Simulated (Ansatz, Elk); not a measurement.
**SrGa3: X-ray structure factors from the self-consistent density**

The structure of SrGa3 used here is made up (a known structure type with other elements) and was relaxed beforehand with PBEsol. The aim is the Fourier transform of its all-electron density, F(hkl), set beside the sum over free spherical atoms that refinements use.

Calculated with Elk 11.2.3 (patched build); DFT, PBE, all-electron APW+lo, Dirac cores, scalar-relativistic bands, static density, no spin.

The structure was built from a prototype and need not be the compound's stable phase.

### Step 1. The structure

Symmetry: Fm-3m, No. 225, cubic system. Conventional cell: a = 7.065 Å, b = 7.065 Å, c = 7.065 Å, α = 90.00°, β = 90.00°, γ = 90.00°. Nearest to Sr lie 8 Ga at 3.06 Å. Nearest to Ga lie 8 Ga at 3.06 Å. Ga has 4 Sr at 3.06 Å and 4 Ga at 3.06 Å nearest. Farther neighbours are not listed.

### Step 2. Ground state and structure factors

An all-electron density is needed, since X-rays see the cores too. Task 0 finds the density and task 195 Fourier-transforms it; tshift is off so that phases refer to the origin typed.

elk.in

```
tasks
  0
  195

xctype
  20

spinpol
  .false.

rgkmax
  7.0

gmaxvr
  14.0

lmaxo
  7

lmaxapw
  8

swidth
  0.002

tshift
  .false.

ramdisk
  .false.

hmaxvr
  5.5

maxscl
  120

epspot
  1e-06

sppath
  './'

avec
  0.00000000000 6.67555731200 6.67555731200
  6.67555731200 0.00000000000 6.67555731200
  6.67555731200 6.67555731200 -0.00000000000

atoms
  2
  'Sr.in'
  1
  0.0000000000 -0.0000000000 -0.0000000000   0.000000 0.000000 0.000000
  'Ga.in'
  3
  0.5000000000 0.5000000000 0.5000000000   0.000000 0.000000 0.000000
  0.7500000000 0.7500000000 0.7500000000   0.000000 0.000000 0.000000
  0.2500000000 0.2500000000 0.2500000000   0.000000 0.000000 0.000000

ngridk
  6 6 6
```

On the command line:

```bash
OMP_NUM_THREADS=4 elk
```

Numbers of over 12 decimals in the logs are rounded to 6 here.

What it wrote:

```text
┌─────────────────────────┐
│ Elk code version 11.2.3 │
└─────────────────────────┘

All units are atomic (Hartree, Bohr, etc.)

┌─────────────────────────────────────────────────┐
│ Ground-state run starting from atomic densities │
└─────────────────────────────────────────────────┘

Lattice vectors :
   0.000000000       6.675557312       6.675557312
   6.675557312       0.000000000       6.675557312
   6.675557312       6.675557312      -0.000000000

Reciprocal lattice vectors :
 -0.4706112923      0.4706112923      0.4706112923
  0.4706112923     -0.4706112923      0.4706112923
  0.4706112923      0.4706112923     -0.4706112923

Unit cell volume      :    594.9665945
Brillouin zone volume :   0.4169145222

Muffin-tin inner radius fraction :   0.1000000000E-01

Nuclei treated as point charges

Species : 1 (Sr)
 parameters loaded from : Sr.in
 name : strontium
 nuclear charge    :   -38.00000000
 electronic charge :    38.00000000
 atomic mass :    159721.4892
 muffin-tin radius :    2.600000000
 number of radial points in muffin-tin :   1193
 inner part over the whole radius :   0.9909106339E-02
 number on inner part of muffin-tin    :    847
 approximate nuclear radius :   0.8067967193E-04
 number of mesh points to nuclear radius :    415
 atomic positions (lattice), magnetic fields (Cartesian) :
  1 :   0.00000000  0.00000000  0.00000000    0.00000000  0.00000000  0.00000000

Species : 2 (Ga)
 parameters loaded from : Ga.in
 name : gallium
 nuclear charge    :   -31.00000000
 electronic charge :    31.00000000
 atomic mass :    127097.2539
 muffin-tin radius :    2.400000000
 number of radial points in muffin-tin :    993
 inner part over the whole radius :   0.9952882137E-02
 number on inner part of muffin-tin    :    702
 approximate nuclear radius :   0.7562051033E-04
 number of mesh points to nuclear radius :    339
 atomic positions (lattice), magnetic fields (Cartesian) :
  1 :   0.50000000  0.50000000  0.50000000    0.00000000  0.00000000  0.00000000
  2 :  -0.25000000 -0.25000000 -0.25000000    0.00000000  0.00000000  0.00000000
  3 :   0.25000000  0.25000000  0.25000000    0.00000000  0.00000000  0.00000000

Total number of atoms per unit cell :    4
Total muffin-tin volume :    247.3396840
 ratio of muffin-tin to unit cell volume :   0.4157202880

Spin treatment :
 spin-unpolarised

Number of Bravais lattice symmetries :   48
Number of crystal symmetries         :   48
Crystal has inversion symmetry
Real symmetric eigensolver will be used

k-point grid :      6     6     6
k-point offset :    0.000000000       0.000000000       0.000000000
k-point set is reduced with full crystal symmetry group
Total number of k-points :       16

Muffin-tin radius times maximum |G+k| :    7.000000000
 using average radius
Maximum |G+k| for APW functions       :    2.857142857
Maximum (1/2)|G+k|²                   :    4.081632653
Maximum |G| for potential and density :    14.00000000
Constant for pseudocharge density :    9
 order of it for each species :   16  16
 order of it for pair densities of each species (exact exchange by exxq0 0: 17) :   11   9
Radial integration step length :    1

G-vector grid sizes :     45    45    45
Number of G-vectors :    27581

Maximum angular momentum used for
 APW functions            :    8
 outer part of muffin-tin :    7
 inner part of muffin-tin :    2

Total nuclear charge    :   -131.0000000
Total core charge       :    82.00000000
Total valence charge    :    49.00000000
Total excess charge     :    0.000000000
Total electronic charge :    131.0000000

Effective Wigner radius, rₛ :    1.027332181

Number of empty states         :     16
Total number of valence states :     41
Total number of core states    :     82

Third-order local-orbitals added for an l without core states : T
Total number of local-orbitals :     65

Exchange-correlation functional :     20     0     0
 Perdew-Burke-Ernzerhof, Phys. Rev. Lett. 77, 3865 (1996)
 gradient requirement :    1
[...]
xc potential                :     -436.76443863186
 exchange                    :     -325.73057830626
 correlation                 :     -6.422700
 electron entropic           :    -0.10126312793981E-02
 total energy                :     -9013.0514587465

Density of states at Fermi energy :    76.05067226
 (states/Hartree/unit cell)

Estimated indirect band gap :   0.5198184982E-02
 from k-point 7 to k-point 8
Estimated direct band gap   :   0.5423386391E-02
 at k-point 8

Charges :
 core                        :    82.00000000
 valence                     :    49.00000000
 interstitial                :    6.308122631
 muffin-tins (core leakage)
  species : 1 (Sr)
   atom 1                    :    36.17177240     (  0.2908740048E-04)
  species : 2 (Ga)
   atom 1                    :    29.42593221     (  0.7687452043E-03)
[...]
total in muffin-tins        :    124.6918774
 total calculated charge     :    130.9975608
 total charge                :    131.0000000
 error                       :   0.2439152379E-02

RMS change in Kohn-Sham potential (target) :   0.1396408875     (  0.1000000000E-05)
Absolute change in total energy (target)   :   0.1989535045     (  0.1000000000E-03)

[... loops 3 to 13 left out ...]

┌──────────────────┐
│ Loop number : 14 │
└──────────────────┘

Energies :
 Fermi                       :     0.226297
 sum of occupied eigenvalues :     -5218.3220786770
 electron kinetic            :      9223.3030487667
 core electron kinetic       :      8773.2280325674
 Coulomb                     :     -17903.194554825
 Coulomb potential           :     -14009.237258180
 nuclear-nuclear             :     -1174.5064183418
 electron-nuclear            :     -19473.964282929
 Hartree                     :      2745.2761464460
 Madelung                    :     -10898.575925735
 xc potential                :     -432.38786926360
 exchange                    :     -325.91188695335
 correlation                 :     -6.421624
 electron entropic           :    -0.84291824256266E-03
 total energy                :     -9012.2258602720

Density of states at Fermi energy :    60.80585855
 (states/Hartree/unit cell)

Estimated indirect band gap :   0.5811736604E-02
 from k-point 8 to k-point 6
Estimated direct band gap   :   0.8575413075E-02
 at k-point 8

Charges :
 core                        :    82.00000000
 valence                     :    49.00000000
 interstitial                :    6.183034934
 muffin-tins (core leakage)
  species : 1 (Sr)
[...]
species : 2 (Ga)
[...]
total in muffin-tins        :    124.8169651
 total calculated charge     :    130.9976479
 total charge                :    131.0000000
 error                       :   0.2352057326E-02

RMS change in Kohn-Sham potential (target) :   0.7454412972E-07 (  0.1000000000E-05)
Absolute change in total energy (target)   :   0.6637821934E-04 (  0.1000000000E-03)

Convergence targets achieved

┌──────────────────┐
│ Loop number : 15 │
└──────────────────┘

Energies :
 Fermi                       :     0.226297
 sum of occupied eigenvalues :     -5218.3220860303
 electron kinetic            :      9223.3030439684
 core electron kinetic       :      8773.2280287258
 Coulomb                     :     -17903.194554232
 Coulomb potential           :     -14009.237256925
 nuclear-nuclear             :     -1174.5064183418
 electron-nuclear            :     -19473.964283864
 Hartree                     :      2745.2761479746
 Madelung                    :     -10898.575925769
 xc potential                :     -432.38787307319
 exchange                    :     -325.91188702084
 correlation                 :     -6.421624
 electron entropic           :    -0.84291810118027E-03
 total energy                :     -9012.2258645411

Density of states at Fermi energy :    60.80585168
 (states/Hartree/unit cell)

Estimated indirect band gap :   0.5811733055E-02
 from k-point 8 to k-point 6
Estimated direct band gap   :   0.8575417055E-02
 at k-point 8

Charges :
 core                        :    82.00000000
 valence                     :    49.00000000
 interstitial                :    6.183034637
 muffin-tins (core leakage)
  species : 1 (Sr)
[...]
species : 2 (Ga)
   atom 1                    :    29.51470345     (  0.7384855616E-03)
   atom 2                    :    29.59830158     (  0.7466512649E-03)
   atom 3                    :    29.59830158     (  0.7466512649E-03)
 total in muffin-tins        :    124.8169654
 total calculated charge     :    130.9976479
 total charge                :    131.0000000
 error                       :   0.2352056996E-02

┌──────────────────────────────┐
│ Self-consistent loop stopped │
└──────────────────────────────┘

Warning : core states of species 2 leak from the muffin-tin :   0.7466512649E-03

Wrote STATE.OUT
```

The job ended after 20 s (4 threads of Arm Neoverse V1, shared host; peak memory 0.16 GiB; 43 s of CPU time).

SFACRHO.OUT:

```text

h k l indices transformed by vhmat matrix:
   1.000000000       0.000000000       0.000000000    
   0.000000000       1.000000000       0.000000000    
   0.000000000       0.000000000       1.000000000    

      h      k      l  multipl.   |H|            Re(F)            Im(F)           |F|

      0      0      0      1   0.0000000       131.00000      0.22080809E-16   131.00000    
      1      1      1      8  0.81512267       5.6293796      0.57797741E-13   5.6293796    
      0     -1     -1      6  0.94122258       5.4444376      0.29625056E-13   5.4444376    
      1      2      1     12   1.3310897       104.46052     -0.55935647E-13   104.46052    
      0     -1     -2     24   1.5608411       4.9709852     -0.49540921E-13   4.9709852    
     -2      0      0      8   1.6302453       4.9079565      0.26262675E-13   4.9079565    
      2      2      0      6   1.8824452       92.238992     -0.49734241E-13   92.238992    
     -3     -1     -1     24   2.0513471       4.4440584     -0.49540921E-13   4.4440584    
     -1      1      2     24   2.1046377       4.4340404     -0.23806467E-13   4.4340404    
      2      3      3     24   2.3055151       83.754468     -0.90275835E-13   83.754468    
      3      1      3     24   2.4453680       4.2694907      0.16513640E-13   4.2694907    
      0      0      3      8   2.4453680       4.2696936      0.41284101E-13   4.2696936    
      0     -2      2     12   2.6621795       77.092901     -0.14106716E-13   77.092901    
     -4     -1     -2     48   2.7841740       4.2948399     -0.78439791E-13   4.2948399    
     -1      3      0     24   2.8236678       4.3339046     -0.43604820E-14   4.3339046    
      3      3      0      6   2.8236678       4.3233037     -0.74912060E-13   4.3233037    
     -4     -1     -3     24   2.9764072       71.613633      0.76216343E-13   71.613633    
      4      1      0     24   3.0860046       4.4044746      0.68118766E-13   4.4044746
```

Elk indexes on the primitive cell of elk.in and gives |H| = 4π sin θ/λ in inverse bohr. Below, one row stands for each form hkl of the conventional cell (m members, Friedel mates merged), F is for one primitive cell and the density is static (no thermal factor). Free-atom factors are Waasmaier and Kirfel's, and R is Σm||F|−|F'||/Σm|F|.

| hkl | m | sin θ/λ (Å⁻¹) | abs F, DFT | neutral atoms | diff. |
| --- | --- | --- | --- | --- | --- |
| 111 | 8 | 0.123 | 5.629 | 5.565 | +0.064 |
| 200 | 6 | 0.141 | 5.444 | 5.443 | +0.001 |
| 220 | 12 | 0.200 | 104.460 | 104.764 | -0.304 |
| 311 | 24 | 0.235 | 4.971 | 4.803 | +0.168 |
| 222 | 8 | 0.245 | 4.908 | 4.722 | +0.186 |
| 400 | 6 | 0.283 | 92.239 | 92.725 | -0.486 |
| 331 | 24 | 0.308 | 4.444 | 4.341 | +0.103 |
| 420 | 24 | 0.317 | 4.434 | 4.311 | +0.123 |
| 422 | 24 | 0.347 | 83.754 | 84.046 | -0.292 |
| 511 | 24 | 0.368 | 4.269 | 4.223 | +0.046 |
| 333 | 8 | 0.368 | 4.270 | 4.223 | +0.046 |
| 440 | 12 | 0.400 | 77.093 | 77.268 | -0.175 |
| 531 | 48 | 0.419 | 4.295 | 4.278 | +0.016 |
| 442 | 24 | 0.425 | 4.334 | 4.291 | +0.043 |

### Step 3. The highest occupied states alone

An energy window below the Fermi level keeps the highest occupied states, to see at which angles they scatter; shallow core shells can lie inside it and anion s states outside. No new self-consistency is needed.

Edit elk.in of step 2 so:

```diff
@@ -1,3 +1,2 @@
 tasks
-  0
   195
@@ -40,2 +39,5 @@
 
+wsfac
+  -0.141200 0.526300
+
 sppath
```

On the command line:

```bash
OMP_NUM_THREADS=4 elk
```

What it wrote:

```text
┌─────────────────────────────────┐
│ Elk code version 11.2.3 started │
└─────────────────────────────────┘

Info(readinput): the functional depends on the density's gradient
 muffin-tin radial points multiplied by    2.00000
 (not where nrmtscf is given)

┌────────────────────┐
│ Current task : 195 │
└────────────────────┘

Info(sfacrho): density structure factors written to SFACRHO.OUT

 Energy window :  -0.1412000000      0.5263000000

┌──────────────────┐
│ Elk code stopped │
└──────────────────┘
```

Wall time 9 s (4 threads); peak memory 0.16 GiB.

States within 10 eV below the Fermi level hold 11.00 electrons; any levels below the window count with the cores. Their amplitudes can exceed the total, where window and core parts have opposite phase:

| hkl | sin θ/λ (Å⁻¹) | abs F, window | abs F, all |
| --- | --- | --- | --- |
| 111 | 0.123 | 1.029 | 5.629 |
| 200 | 0.141 | 0.873 | 5.444 |
| 220 | 0.200 | 0.756 | 104.460 |
| 311 | 0.235 | 0.096 | 4.971 |
| 222 | 0.245 | 0.133 | 4.908 |
| 400 | 0.283 | 0.164 | 92.239 |
| 331 | 0.308 | 0.137 | 4.444 |
| 420 | 0.317 | 0.153 | 4.434 |
| 422 | 0.347 | 0.153 | 83.754 |
| 511 | 0.368 | 0.073 | 4.269 |

### Step 4. Another functional

The difference from free atoms is small, so it is set against the change that LDA (Perdew-Wang) makes.

Edit elk.in of step 3 so:

```diff
@@ -1,2 +1,3 @@
 tasks
+  0
   195
@@ -4,3 +5,3 @@
 xctype
-  20
+  3
 
@@ -39,5 +40,2 @@
 
-wsfac
-  -0.141200 0.526300
-
 sppath
```

On the command line:

```bash
OMP_NUM_THREADS=4 elk
```

What it wrote:

```text
┌─────────────────────────┐
│ Elk code version 11.2.3 │
└─────────────────────────┘

All units are atomic (Hartree, Bohr, etc.)

┌─────────────────────────────────────────────────┐
│ Ground-state run starting from atomic densities │
└─────────────────────────────────────────────────┘

Lattice vectors :
   0.000000000       6.675557312       6.675557312
   6.675557312       0.000000000       6.675557312
   6.675557312       6.675557312      -0.000000000

Reciprocal lattice vectors :
 -0.4706112923      0.4706112923      0.4706112923
[...]
muffin-tins (core leakage)
  species : 1 (Sr)
[...]
species : 2 (Ga)
[...]
atom 2                    :    29.61905304     (  0.7661134137E-03)
   atom 3                    :    29.61905304     (  0.7661134137E-03)
 total in muffin-tins        :    124.8856083
 total calculated charge     :    130.9975898
 total charge                :    131.0000000
 error                       :   0.2410190992E-02

┌──────────────────────────────┐
│ Self-consistent loop stopped │
└──────────────────────────────┘

Warning : core states of species 2 leak from the muffin-tin :   0.7661134137E-03

Wrote STATE.OUT
[key lines of the parts left out:]
total energy                :     -9000.1901706204
```

Run time: 12 s. Hardware: 4 threads; peak memory 0.16 GiB; 26 s of CPU time.

Against the first run R = 0.08 %; the largest change is -0.052 at 422.

### Step 5. Basis size

The basis and the expansions that go with it are enlarged, to see whether the differences are converged.

Edit elk.in of step 4 so:

```diff
@@ -5,3 +5,3 @@
 xctype
-  3
+  20
 
@@ -11,12 +11,12 @@
 rgkmax
-  7.0
+  8.5
 
 gmaxvr
-  14.0
+  18.0
 
 lmaxo
-  7
+  9
 
 lmaxapw
-  8
+  10
```

On the command line:

```bash
OMP_NUM_THREADS=4 elk
```

What it wrote:

```text
┌─────────────────────────┐
│ Elk code version 11.2.3 │
└─────────────────────────┘

All units are atomic (Hartree, Bohr, etc.)

┌─────────────────────────────────────────────────┐
│ Ground-state run starting from atomic densities │
└─────────────────────────────────────────────────┘

Lattice vectors :
   0.000000000       6.675557312       6.675557312
   6.675557312       0.000000000       6.675557312
   6.675557312       6.675557312      -0.000000000

Reciprocal lattice vectors :
 -0.4706112923      0.4706112923      0.4706112923
[...]
muffin-tins (core leakage)
  species : 1 (Sr)
[...]
species : 2 (Ga)
[...]
atom 2                    :    29.60409415     (  0.7459172993E-03)
   atom 3                    :    29.60409415     (  0.7459172993E-03)
 total in muffin-tins        :    124.8334851
 total calculated charge     :    130.9977175
 total charge                :    131.0000000
 error                       :   0.2282494787E-02

┌──────────────────────────────┐
│ Self-consistent loop stopped │
└──────────────────────────────┘

Warning : core states of species 2 leak from the muffin-tin :   0.7459172993E-03

Wrote STATE.OUT
[key lines of the parts left out:]
total energy                :     -9012.2450368656
```

Run time: 46 s. Hardware: 4 threads; peak memory 0.32 GiB.

Against the first run R = 0.01 %; the largest change is -0.010 at 440.

### Step 6. A coarser k-mesh

About half the k-points along each axis test the sampling.

Edit elk.in of step 5 so:

```diff
@@ -11,12 +11,12 @@
 rgkmax
-  8.5
+  7.0
 
 gmaxvr
-  18.0
+  14.0
 
 lmaxo
-  9
+  7
 
 lmaxapw
-  10
+  8
 
@@ -60,2 +60,2 @@
 ngridk
-  6 6 6
+  3 3 3
```

On the command line:

```bash
OMP_NUM_THREADS=4 elk
```

What it wrote:

```text
┌─────────────────────────┐
│ Elk code version 11.2.3 │
└─────────────────────────┘

All units are atomic (Hartree, Bohr, etc.)

┌─────────────────────────────────────────────────┐
│ Ground-state run starting from atomic densities │
└─────────────────────────────────────────────────┘

Lattice vectors :
   0.000000000       6.675557312       6.675557312
   6.675557312       0.000000000       6.675557312
   6.675557312       6.675557312      -0.000000000

Reciprocal lattice vectors :
 -0.4706112923      0.4706112923      0.4706112923
[...]
muffin-tins (core leakage)
  species : 1 (Sr)
[...]
species : 2 (Ga)
[...]
atom 2                    :    29.57503273     (  0.7446351886E-03)
   atom 3                    :    29.57503273     (  0.7446351886E-03)
 total in muffin-tins        :    124.7807427
 total calculated charge     :    130.9976735
 total charge                :    131.0000000
 error                       :   0.2326462473E-02

┌──────────────────────────────┐
│ Self-consistent loop stopped │
└──────────────────────────────┘

Warning : core states of species 2 leak from the muffin-tin :   0.7446351886E-03

Wrote STATE.OUT
[key lines of the parts left out:]
total energy                :     -9012.2264067180
```

Elapsed: 15 s, on 4 threads; peak memory 0.16 GiB; 24 s of CPU time.

Against the first run R = 0.01 %; the largest change is +0.032 at 200.

### Step 7. Settings against the effect

| run | R against the first run (%) | R against neutral atoms, low angle (%) | wall time |
| --- | --- | --- | --- |
| PBE, rgkmax 7 | 0.00 | 0.62 | 20 s |
| LDA (Perdew-Wang) | 0.08 | 0.61 | 12 s |
| rgkmax 8.5 with larger expansions | 0.01 | 0.62 | 46 s |
| k-mesh 3×3×3 | 0.01 | 0.63 | 15 s |

### Step 8. Results

```json
{
  "R against neutral atoms, sin θ/λ < 0.3 Å⁻¹": "0.62 %",
  "R against neutral atoms, 0.3 to 0.83 Å⁻¹": "0.30 %"
}
```

**Reading.** Independent neutral atoms miss the calculated amplitudes by R = 0.62 % below 0.3 Å⁻¹ and 0.30 % from there to 0.83 Å⁻¹; by shells, 0.67 % below 0.15 Å⁻¹ (2 forms), 0.62 % 0.15 to 0.3 (4 forms), 0.40 % 0.3 to 0.45 (10 forms), 0.28 % above 0.45 (50 forms). Bonding, aspherical density and the tables' own atoms all enter these figures, and the runs don't part them. The largest change of an amplitude is -0.49 electrons, at 400. The window's part falls from 11.0 electrons at the origin to at most 0.16 between 0.45 and 0.83 Å⁻¹. Below 0.3 Å⁻¹ the changes that finished (LDA (Perdew-Wang), rgkmax 8.5 with larger expansions and k-mesh 3×3×3) move F by R = 0.04 % at most, against the 0.62 % that separates it from free atoms. Part of the difference isn't bonding: the tables are fits to free atoms and ions calculated by other methods than this functional. Thermal motion, anomalous dispersion and extinction are left out.

[Logs are printed without paths, hosts, clocks, repeated set-up lines and the standing remarks that a program may print on its own settings, such as how far it seeks lower states.]

[Hosts, paths, dates, database ids (printed as entryN), source tags and the programs' standing remarks are cut or masked in the printed files.]
